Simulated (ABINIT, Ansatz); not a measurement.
## SrCl2 (Fm-3m): from Born charge to LO-TO splitting

How high does the longitudinal optical mode of SrCl2 (Fm-3m) lie, given the transverse one, the Born charge and ε∞?

Main program and level: ABINIT 10.8.3; DFT LDA, scalar-relativistic, plane waves, PseudoDojo norm-conserving pseudopotentials.

### Step 1. Set-up

The structure is cubic, space group Fm-3m (No. 225). Conventional cell: a = 6.799 Å, b = 6.799 Å, c = 6.799 Å, α = 90.00°, β = 90.00°, γ = 90.00°. Nearest to Sr lie 8 Cl at 2.94 Å. Nearest to Cl lie 4 Sr at 2.94 Å. Farther neighbours and most contacts between anions are not listed.

Structure file:

```cif
data_structure
_symmetry_space_group_name_H-M 'P 1'
_symmetry_Int_Tables_number 1
_cell_length_a 4.8076
_cell_length_b 4.8076
_cell_length_c 4.8076
_cell_angle_alpha 60.000
_cell_angle_beta 60.000
_cell_angle_gamma 60.000
_cell_volume 78.57
loop_
_atom_site_label
_atom_site_type_symbol
_atom_site_fract_x
_atom_site_fract_y
_atom_site_fract_z
_atom_site_occupancy
Sr1 Sr 0.00000 0.00000 0.00000 1
Cl2 Cl 0.25000 0.25000 0.25000 1
Cl3 Cl 0.75000 0.75000 0.75000 1
```

This is the cell after its relaxation at this level of theory, not the database cell from which that began.

### Step 2. What the response run gave

A linear-response run on the relaxed cell, with the response to an electric field; only its zone-centre results are used. Cutoff 28 Ha, k mesh 4×4×4 with shifts.

Numbers of over 12 decimals in the logs are rounded to 6 here.

Log:

```text
[banners, grids, parts of the stress and lines that vanish by symmetry left out]
- input  file    -> dfpt_gamma.abi
- output file    -> dfpt_gamma.abo
- root for input  files -> dfpt_gammai
[...]
DATASET    1 : space group Fm -3 m (#225); Bravais cF (face-center cubic)
[...]
nfft =       91125          nkpt =         128
[...]
DATASET    2 : space group Fm -3 m (#225); Bravais cF (face-center cubic)
[...]
nfft =       91125          nkpt =         128
[...]
DATASET    3 : space group Fm -3 m (#225); Bravais cF (face-center cubic)
[...]
mpw =        3760          nfft =       91125          nkpt =         128
[...]
== DATASET  1 ==================================================================
[...]
cutoff_energies: {ecut:  28.0, pawecutdg:  -1.0, }
[...]
- 17.00000   7.00000  180309                  znucl, zion, pspdat
[...]
Perturbation : derivative vs k along direction   1
[...]
-ETOT  1  -16.396783701025     -1.640E+01 5.395E-02 0.000E+00
 ETOT  2  -16.427009759374     -3.023E-02 1.876E-04 0.000E+00
 ETOT  3  -16.427128092017     -1.183E-04 1.163E-06 0.000E+00
 ETOT  4  -16.427128727339     -6.353E-07 8.103E-09 0.000E+00
 ETOT  5  -16.427128731187     -3.847E-09 9.822E-11 0.000E+00
[...]
At SCF step   10   max residual=  9.95E-21 < tolwfr=  1.00E-20 =>converged.
[...]
Perturbation : derivative vs k along direction   2
[...]
-ETOT  1  -16.396783700743     -1.640E+01 5.395E-02 0.000E+00
[...]
At SCF step   10   max residual=  9.95E-21 < tolwfr=  1.00E-20 =>converged.
[...]
Perturbation : derivative vs k along direction   3
[...]
-ETOT  1  -16.396783700462     -1.640E+01 5.395E-02 0.000E+00
[...]
At SCF step   10   max residual=  9.95E-21 < tolwfr=  1.00E-20 =>converged.
[...]
1        1       1.3476945738   -0.0000000000
     1        2       0.6738472869    0.0000000000
     1        3       0.6738472869   -0.0000000000
     2        1       0.6738472869    0.0000000000
     2        2       1.3476945738    0.0000000000
     2        3       0.6738472869    0.0000000000
     3        1       0.6738472869   -0.0000000000
     3        2       0.6738472869    0.0000000000
     3        3       1.3476945738   -0.0000000000
[...]
== DATASET  2 ==================================================================
[...]
cutoff_energies: {ecut:  28.0, pawecutdg:  -1.0, }
[...]
Perturbation : displacement of atom   1   along direction   1
[...]
3    1   1    5        -0.0000000000         0.0000000000
   1    2   1    5        -1.2436752597         0.0000000000
   2    2   1    5        -0.0000000000         0.0000000000
[...]
Effective charges, in cartesian coordinates,
[...]
2    5   1    3         0.0000000000         0.0000000000
   3    5   1    3         0.0000000000         0.0000000000
   1    5   2    3        -0.0000000000         0.0000000000
   2    5   2    3        -1.2436752527         0.0000000000
   3    5   2    3        -0.0000000000         0.0000000000
   1    5   3    3         0.0000000000         0.0000000000
   2    5   3    3         0.0000000000         0.0000000000
   3    5   3    3        -1.2436752527         0.0000000000
  Phonon wavevector (reduced coordinates) :  0.00000  0.00000  0.00000
 Phonon energies in Hartree :
[...]
Phonon frequencies in cm-1    :
-  2.744388E-01  2.744391E-01  2.744398E-01  1.553950E+02  1.553950E+02
-  1.553950E+02  1.915818E+02  1.915818E+02  1.915818E+02
  Phonon at Gamma, with non-analyticity in the
[...]
Phonon energies in Hartree :
[...]
Phonon frequencies in cm-1    :
-  2.744388E-01  2.744391E-01  2.752532E-01  1.553950E+02  1.553950E+02
-  1.915818E+02  1.915818E+02  1.915818E+02  2.361296E+02
  Phonon at Gamma, with non-analyticity in the
[...]
Phonon energies in Hartree :
[...]
Phonon frequencies in cm-1    :
-  2.744388E-01  2.744398E-01  2.752524E-01  1.553950E+02  1.553950E+02
-  1.915818E+02  1.915818E+02  1.915818E+02  2.361296E+02
  Phonon at Gamma, with non-analyticity in the
[...]
Phonon energies in Hartree :
[...]
Phonon frequencies in cm-1    :
-  2.744391E-01  2.744398E-01  2.752522E-01  1.553950E+02  1.553950E+02
-  1.915818E+02  1.915818E+02  1.915818E+02  2.361296E+02
[...]
== DATASET  3 ==================================================================
[...]
cutoff_energies: {ecut:  28.0, pawecutdg:  -1.0, }
[...]
j1 : displacement of atom   2 along direction   1
[...]
j2 : displacement of atom   2 along direction   1
[...]
j2 : displacement of atom   2 along direction   1
[...]
1          1       -0.000000000       -0.000000000       -0.000000000
[...]
1          2       -0.000000000       -0.000000000       -0.000000000
[...]
1          3       -0.000000000       -0.000000000       -0.000000000
[...]
2          1        0.000000000       -0.000000000       -0.000000000
[...]
2          2       -0.000000000        0.000000000       -0.011427587
[...]
2          3        0.000000000       -0.011427587        0.000000000
[...]
3          1       -0.000000000        0.000000000        0.000000000
[...]
3          2        0.000000000       -0.000000000        0.011427587
[...]
3          3       -0.000000000        0.011427587       -0.000000000
[...]
strten2     0.0000000000E+00  0.0000000000E+00  0.0000000000E+00
           strten3     0.0000000000E+00  0.0000000000E+00  0.0000000000E+00
================================================================================
```

```tsv
quantity	value
cell volume Ω (Å³)	78.574
mass of Sr (u)	87.620
mass of Cl (u)	35.450
Born charge of Sr, raw (e)	2.488
Born charge of Cl, raw (e)	-1.244
ε∞	3.129
ω(TO) after the sum rule (cm⁻¹)	155.4
```

### Step 3. The calculation

The charges must sum to zero over the cell; taking off their mean, 0.000 e, leaves Z* = 2.488 e on Sr. In the polar mode Sr moves against the two Cl, so the reduced mass is μ = 87.62 × 70.90 / 158.52 = 39.189 u.

A longitudinal wave builds up a field that adds to the restoring force: ω(LO)² = ω(TO)² + 4π Z*² / (μ Ω ε∞), in Hartree atomic units. With μ = 71437 electron masses and Ω = 530.24 bohr³ the second term is 6.5637e-07 Ha², or 31617 cm⁻² (1 Ha = 219474.6 cm⁻¹).

So ω(LO) = √(24146 + 31617) = 236.1 cm⁻¹, and by the Lyddane-Sachs-Teller relation ε₀ = ε∞ (ω(LO)/ω(TO))² = 7.23.

### Step 4. Check against the program

The analysis program adds the same non-analytic term to the full matrix.

Log:

```text
[banners, grids, parts of the stress and lines that vanish by symmetry left out]
-outvars_anaddb: echo values of input variables ----------------------

 Flags :
[...]
Dielectric Tensor and Effective Charges
[...]
Effective charge tensors after
[...]
1          1       -0.000000000       -0.000000000       -0.000000000
[...]
1          2       -0.000000000       -0.000000000       -0.000000000
[...]
1          3       -0.000000000        0.000000000        0.000000000
[...]
2          1        0.000000000       -0.000000000       -0.000000000
[...]
2          2       -0.000000000        0.000000000       -0.011427587
[...]
2          3        0.000000000       -0.011427587        0.000000000
[...]
3          1       -0.000000000        0.000000000        0.000000000
[...]
3          2        0.000000000       -0.000000000        0.011427587
[...]
3          3       -0.000000000        0.011427587       -0.000000000
[...]
Phonon wavevector (reduced coordinates) :  0.00000  0.00000  0.00000
 Phonon energies in Hartree :
[...]
Phonon energies in meV     :
-  0.000000E+00  0.000000E+00  0.000000E+00  1.926649E+01  1.926649E+01
-  1.926649E+01  2.375310E+01  2.375310E+01  2.375310E+01
 Phonon frequencies in cm-1    :
-  0.000000E+00  0.000000E+00  0.000000E+00  1.553947E+02  1.553947E+02
-  1.553947E+02  1.915816E+02  1.915816E+02  1.915816E+02
 Phonon frequencies in Thz     :
-  0.000000E+00  0.000000E+00  0.000000E+00  4.658617E+00  4.658617E+00
-  4.658617E+00  5.743473E+00  5.743473E+00  5.743473E+00
 Phonon energies in Kelvin  :
-  0.000000E+00  0.000000E+00  0.000000E+00  2.235784E+02  2.235784E+02
-  2.235784E+02  2.756432E+02  2.756432E+02  2.756432E+02
[...]
-  1  0.00000000E+00  0.00000000E+00  1.86024720E-03
-     0.00000000E+00  0.00000000E+00  0.00000000E+00
-  2  0.00000000E+00  0.00000000E+00  1.86024586E-03
-     0.00000000E+00  0.00000000E+00  0.00000000E+00
-  3  0.00000000E+00  0.00000000E+00  1.86024586E-03
-     0.00000000E+00  0.00000000E+00  0.00000000E+00
[...]
-  1  0.00000000E+00 -1.86024720E-03  0.00000000E+00
-     0.00000000E+00  0.00000000E+00  0.00000000E+00
-  2  0.00000000E+00 -1.86024586E-03  0.00000000E+00
-     0.00000000E+00  0.00000000E+00  0.00000000E+00
-  3  0.00000000E+00 -1.86024586E-03  0.00000000E+00
-     0.00000000E+00  0.00000000E+00  0.00000000E+00
[...]
-  1  1.86024720E-03  0.00000000E+00  0.00000000E+00
-     0.00000000E+00  0.00000000E+00  0.00000000E+00
-  2  1.86024586E-03  0.00000000E+00  0.00000000E+00
-     0.00000000E+00  0.00000000E+00  0.00000000E+00
[...]
-   7     Real    0.0000E+00  0.0000E+00  0.0000E+00  0.0000E+00  0.0000E+00  0.0000E+00  0.0000E+00
[...]
-   8     Real    0.0000E+00  0.0000E+00  0.0000E+00  0.0000E+00  0.0000E+00  0.0000E+00  0.0000E+00
[...]
-   9     Real    0.0000E+00  0.0000E+00  0.0000E+00  0.0000E+00  0.0000E+00  0.0000E+00  0.0000E+00
[...]
Phonon at Gamma, with non-analyticity in the
[...]
Phonon energies in Hartree :
[...]
Phonon energies in meV     :
-  0.000000E+00  0.000000E+00  0.000000E+00  1.926649E+01  1.926649E+01
[...]
Phonon frequencies in cm-1    :
[...]
Phonon frequencies in Thz     :
[...]
Phonon energies in Kelvin  :
[...]
-         0.000000017      -0.000000000      -0.001463868
-         0.000000007      -0.001463868      -0.000000000
[...]
Phonon at Gamma, with non-analyticity in the
[...]
Phonon energies in Hartree :
[...]
Phonon energies in meV     :
-  0.000000E+00  0.000000E+00  0.000000E+00  1.926649E+01  1.926649E+01
-  2.375310E+01  2.375310E+01  2.375310E+01  2.927764E+01
 Phonon frequencies in cm-1    :
-  0.000000E+00  0.000000E+00  0.000000E+00  1.553947E+02  1.553947E+02
-  1.915816E+02  1.915816E+02  1.915816E+02  2.361401E+02
 Phonon frequencies in Thz     :
-  0.000000E+00  0.000000E+00  0.000000E+00  4.658617E+00  4.658617E+00
-  5.743473E+00  5.743473E+00  5.743473E+00  7.079302E+00
 Phonon energies in Kelvin  :
-  0.000000E+00  0.000000E+00  0.000000E+00  2.235784E+02  2.235784E+02
-  2.756432E+02  2.756432E+02  2.756432E+02  3.397529E+02
[...]
-  1  0.00000000E+00  0.00000000E+00  1.86024686E-03
-     0.00000000E+00  0.00000000E+00  0.00000000E+00
-  2  0.00000000E+00  0.00000000E+00  1.86024628E-03
-     0.00000000E+00  0.00000000E+00  0.00000000E+00
[...]
-     0.00000000E+00  0.00000000E+00  0.00000000E+00
[...]
-     0.00000000E+00  0.00000000E+00  0.00000000E+00
[...]
Phonon at Gamma, with non-analyticity in the
[...]
Phonon energies in Hartree :
[...]
Phonon energies in meV     :
-  0.000000E+00  0.000000E+00  0.000000E+00  1.926649E+01  1.926649E+01
[...]
Phonon frequencies in cm-1    :
-  0.000000E+00  0.000000E+00  0.000000E+00  1.553947E+02  1.553947E+02
[...]
Phonon frequencies in Thz     :
-  0.000000E+00  0.000000E+00  0.000000E+00  4.658617E+00  4.658617E+00
[...]
Phonon energies in Kelvin  :
-  0.000000E+00  0.000000E+00  0.000000E+00  2.235784E+02  2.235784E+02
[...]
-  2  2.78150787E-03  0.00000000E+00  0.00000000E+00
[...]
-  3 -2.78150787E-03  0.00000000E+00  0.00000000E+00
[...]
-         0.000000019      -0.000000000      -0.001463868
-        -0.000000005      -0.001463868      -0.000000000
[...]
Direction                     Dielectric constant
[...]
0.00000   0.00000   1.00000      7.22477229
   1.00000   1.00000   1.00000      7.22477229
-
```

```tsv
quantity	by hand	program
ω(LO) (cm⁻¹)	236.1	236.1
ε₀	7.23	7.22
```

### Step 5. Results

| Item | Value |
| --- | --- |
| TO mode | 155.4 cm⁻¹ |
| LO mode | 236.1 cm⁻¹ |
| static dielectric constant | 7.225 |

The LO mode of SrCl2 (Fm-3m) lies at 236 cm⁻¹, 81 cm⁻¹ above the TO mode; the formula meets the program within 0.1 cm⁻¹, as it must for a cubic crystal with one polar mode. ω(LO)² − ω(TO)² goes with Z*²/ε∞: an error of 5 % in ε∞ would move the LO mode by 3.2 cm⁻¹, and semilocal functionals tend to overestimate ε∞. These are harmonic values at zero temperature, at the volume of this functional, for the structure held cubic; stability elsewhere in the zone is no part of this calculation.

[Host names and launcher messages were left out of these logs when they were recorded.]

[Logs are printed without paths, hosts, clocks, repeated set-up lines and the standing remarks that a program may print on its own settings, such as how far it seeks lower states.]

[Hosts, paths, dates, database ids (printed as entryN), source tags and the programs' standing remarks are cut or masked in the printed files.]
